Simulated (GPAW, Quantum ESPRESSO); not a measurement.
# Core-hole calculation of the O K edge in La2O3 (P-3m1), part 2 of 2

Aim: the near-edge shape at the O K edge of La2O3 (P-3m1), and what the core hole does to it.

GPAW 26.7.0; X-ray absorption from dipole matrix elements to empty bands, plane-wave PAW PBE.

So far. Step 2 (Ground state of the crystal): The mesh shows a gap of 3.92 eV, so the hole is first treated in a charged cell, without the excited electron. Step 3 (Spectrum without a core hole, O atom 3): Main maxima below 24 eV (height): 2.1 eV (2.64), 6.4 eV (2.08), 9.7 eV (0.82) and 15.2 eV (0.76). A K edge sees empty p states on the absorber.

### Step 5. Spectrum with FCH, O atom 3 (continued)

The O K spectrum, O atom 3, full core hole (charged cell) (energy from the lowest empty level; intensity scaled to a mean of 1 over the first 20 eV; polarised curves are means over the symmetry-equivalent atoms):

```csv
E (eV),isotropic,ε ⊥ c,ε ∥ c
-2.0,0.00,0.00,0.00
-1.4,0.00,0.00,0.00
-0.8,0.00,0.01,0.00
-0.2,0.13,0.14,0.09
0.4,0.90,1.09,0.52
1.0,2.58,2.76,2.22
1.6,2.75,2.68,2.89
2.2,1.76,2.15,0.99
2.8,1.14,1.25,0.92
3.4,1.05,0.54,2.07
4.0,1.00,0.44,2.12
4.6,1.25,0.79,2.17
5.2,1.64,1.51,1.89
5.8,1.83,2.38,0.75
6.4,1.42,2.00,0.25
7.0,0.70,0.98,0.14
7.6,0.47,0.63,0.17
8.2,0.49,0.61,0.25
8.8,0.64,0.73,0.48
9.4,0.75,0.68,0.89
10.0,0.70,0.51,1.09
10.6,0.58,0.41,0.93
11.2,0.51,0.41,0.72
11.8,0.51,0.42,0.67
12.4,0.54,0.45,0.73
13.0,0.64,0.51,0.90
13.6,0.76,0.60,1.08
14.2,0.84,0.68,1.15
14.8,0.85,0.75,1.05
15.4,0.83,0.81,0.86
16.0,0.80,0.86,0.69
16.6,0.79,0.89,0.59
17.2,0.79,0.92,0.54
17.8,0.82,0.97,0.53
18.4,0.88,1.04,0.56
19.0,0.92,1.08,0.61
19.6,0.95,1.09,0.67
20.2,0.97,1.07,0.77
20.8,1.00,1.06,0.89
21.4,1.05,1.06,1.02
22.0,1.10,1.08,1.13
22.6,1.13,1.08,1.22
23.2,1.15,1.08,1.28
23.8,1.14,1.06,1.30
24.4,1.12,1.05,1.25
25.0,1.08,1.04,1.16
25.6,1.03,1.02,1.05
26.2,0.97,0.98,0.94
26.8,0.90,0.93,0.86
27.4,0.84,0.85,0.80
28.0,0.78,0.78,0.77
28.6,0.74,0.72,0.78
```

Main maxima below 24 eV (height): 1.3 eV (3.01), 5.8 eV (1.83), 9.5 eV (0.75), 14.6 eV (0.85) and 23.4 eV (1.15). 

The hole costs E(hole) − E(ground) = 526.91 eV, and the lowest empty level of the hole cell on the spectrum's mesh lies at 12.06 eV, which puts the zero at 538.98 eV. One term is added: -8.91 eV, since the hole is spin-paired here and a spin-polarised one costs that much less in the free atom (computed apart). The photon energy is then 530.07 eV. The functional and the charged cell's background leave an error of a few eV in such absolute values.

### Step 6. Excitation energy, O atom 3

With the excited electron kept in the cell the system stays neutral, and the energy difference is an excitation energy by itself. In a small cell that electron takes up a good share of the lowest empty band, or all of one, which shifts the value from the true onset.

Changed against the first core-hole run: core hole to XCH, with the smearing that suits a partly filled band.

scf.py reads:

```python
import numpy as np
from ase import Atoms
from ase.parallel import parprint, paropen
from gpaw import GPAW, PW, FermiDirac, Mixer, MixerDif, setup_paths
from gpaw.test import gen
setup_paths.insert(0, '.')
gen('O', name='fch1s', xcname='PBE', corehole=(1, 0, 1), write_xml=True)
from gpaw.mpi import world
world.barrier()

atoms = Atoms('La6O9',
    cell=[[-5.89616682, 3.4041535, 0],
     [-5.89616682, -3.4041535, 0],
     [3.93077788, 0, 6.11195352]],
    scaled_positions=[[0.41541189, 0.74874523, 0.24623568],
     [0.74874523, 0.08207856, 0.24623568],
     [0.08207856, 0.41541189, 0.24623568],
     [0.25125477, 0.91792144, 0.75376432],
     [0.58458811, 0.25125477, 0.75376432],
     [0.91792144, 0.58458811, 0.75376432],
     [0, 0, 0],
     [0.33333333, 0.33333333, 0],
     [0.66666667, 0.66666667, 0],
     [0.54863022, 0.88196355, 0.64589065],
     [0.88196355, 0.21529688, 0.64589065],
     [0.21529688, 0.54863022, 0.64589065],
     [0.11803645, 0.78470312, 0.35410935],
     [0.45136978, 0.11803645, 0.35410935],
     [0.78470312, 0.45136978, 0.35410935]],
    pbc=True)
atoms.calc = calc = GPAW(legacy_gpaw=True, mode=PW(500, force_complex_dtype=True), xc='PBE', setups={6: 'fch1s'},
    kpts={'size': (3, 3, 3), 'gamma': True}, occupations=FermiDirac(0.04),
    charge=-1, mixer=Mixer(0.1, 5, 50), maxiter=150,
    convergence={'density': 0.0001, 'eigenstates': 1e-6}, txt='scf.txt')
energy = atoms.get_potential_energy() + calc.get_reference_energy()
ef = calc.get_fermi_level()
out = dict(energy=energy, fermi=ef, forces=atoms.get_forces().tolist())
parprint(f'all-electron energy {energy:.4f} eV, Fermi level {ef:.4f} eV')
ev = np.array([[calc.get_eigenvalues(k, s) for k in range(len(calc.get_ibz_k_points()))] for s in range(calc.get_number_of_spins())])
out['homo'], out['lumo'], out['counts'] = ev[ev < ef].max(), ev[ev > ef].min(), sorted(set((ev < ef).sum((0, 2)).tolist()))
out['filled'] = (ev[:, 0] < ef).sum(1).tolist()
import json
with paropen('out.json', 'w') as f:
    json.dump(out, f)
```

Run with:

```bash
$ OMP_NUM_THREADS=1 mpirun -n 4 gpaw python scf.py
```

The job ended after 2.6 min (4 MPI ranks of Arm Neoverse V1, shared host; peak memory 0.41 GiB).

The total-energy difference is 538.96 eV. With the free-atom term of -8.91 eV for this edge, the photon energy is 530.05 eV.

### Step 7. With and without the hole

Both curves are counted from their own zero, so only the shift of weight within the empty states shows.

```csv
E (eV),no hole,FCH
-2.0,0.00,0.00
-1.0,0.00,0.00
0.0,0.11,0.28
1.0,0.97,2.58
2.0,2.64,2.04
3.0,1.84,1.06
4.0,0.92,1.00
5.0,1.54,1.54
6.0,1.98,1.80
7.0,1.52,0.70
8.0,0.71,0.46
9.0,0.76,0.70
10.0,0.80,0.70
11.0,0.57,0.53
12.0,0.48,0.51
13.0,0.53,0.64
14.0,0.67,0.82
15.0,0.75,0.84
16.0,0.72,0.80
17.0,0.62,0.78
18.0,0.64,0.84
19.0,0.74,0.92
20.0,0.77,0.96
21.0,0.77,1.02
22.0,0.82,1.10
23.0,0.91,1.14
24.0,0.95,1.14
25.0,0.94,1.08
26.0,0.91,0.99
27.0,0.87,0.88
28.0,0.80,0.78
```

With each curve scaled to its own mean, the area from −2 to 6 eV with the hole is 9.4 against 9.0, and the centre of weight from −1 to 20 eV moves by +0.3 eV (first and strongest maxima below 20 eV: 2.1 eV (2.64), 6.4 eV (2.08) and 9.7 eV (0.82) without the hole, 1.3 eV (3.01), 5.8 eV (1.83) and 14.6 eV (0.85) with it), while the pattern of peaks shifts by -0.6 eV; the shape changes all the same, by 38 % r.m.s.

### Step 8. Runs not followed above

These runs aren't followed: redraws of a spectrum that repeat one shown, runs with a planted fault or a state judged unsound, or a program's part that gave no sound spectrum.

| program | step | status | elapsed |
| --- | --- | --- | --- |
| Quantum ESPRESSO | ground state | converged | 4.8 min |
| Quantum ESPRESSO | no core hole | converged | 4.4 min |
| Quantum ESPRESSO | no core hole, redrawn | converged | 5.9 s |
| Quantum ESPRESSO | supercell ground state | timeout | 9.3 min |
| Quantum ESPRESSO | core-hole potential | converged | 0.68 s |
| Quantum ESPRESSO | supercell with FCH | converged | 9.6 min |
| Quantum ESPRESSO | spectrum with FCH | timeout | 5.7 min |
| Quantum ESPRESSO | supercell with XCH | timeout | 5.1 min |

### Step 9. Summary of results

| Property | Result |
| --- | --- |
| absorber and edge | O K, atom 3 of the ground-state input (counted from 1) |
| surroundings | 6 La at 2.72 Å (octahedral, site symmetry -3m) |
| highest intensity below 16 eV | 1.3 eV above the zero, height 3.01 |
| photon energy of the zero, with the added terms | 530.1 eV (raw 539.0 eV; uncertain by a few eV) |

In words: The O K edge of atom 3, with 6 La at 2.72 Å (octahedral, site symmetry -3m), has its highest intensity of the first 16 eV at 1.3 eV above the zero, near 531 eV in photon energy (uncertain by a few eV), 3.0 times the mean level of the first 20 eV (Gaussian full width 0.9 eV up to 4 eV, rising linearly to 3.5 eV at 25 eV). With each curve scaled to its own mean, the area from −2 to 6 eV with the hole is 9.4 against 9.0, and the centre of weight from −1 to 20 eV moves by +0.3 eV (first and strongest maxima below 20 eV: 2.1 eV (2.64), 6.4 eV (2.08) and 9.7 eV (0.82) without the hole, 1.3 eV (3.01), 5.8 eV (1.83) and 14.6 eV (0.85) with it), while the pattern of peaks shifts by -0.6 eV; the shape changes all the same, by 38 % r.m.s. The neutral-cell energy lies -0.0 eV from the charged-cell zero, a gap made of the charged-cell error and of where the added electron settles. At the O K edge of atom 3 polarisation matters most near 6.1 eV, where the curves differ by 2.0 on this scale. The same cell was also set up in Quantum ESPRESSO; that part failed, was judged unsound or used a data set known to give false states; its runs are listed without their results. The crystal has 2 inequivalent O sites and not all are shown here, while a measurement adds them all. The mesh is coarse (0.37 Å⁻¹ between points), so small maxima may be mesh ripples. The structure is a computed Materials Project entry and may be a hypothetical form.

[Logs are printed without paths, hosts, clocks, repeated set-up lines and the standing remarks that a program may print on its own settings, such as how far it seeks lower states.]

[Hosts, paths, dates, database ids (printed as entryN), source tags and the programs' standing remarks are cut or masked in the printed files.]

[Lists of maxima count a maximum above −3 eV only where it reaches 4 % of the highest in the window and stands out from its surroundings by 2 % of it (1.5 % where it reaches 55 %); shoulders and weaker maxima are passed over, and of the rest the first, up to two pre-edge ones and the few strongest are named.]
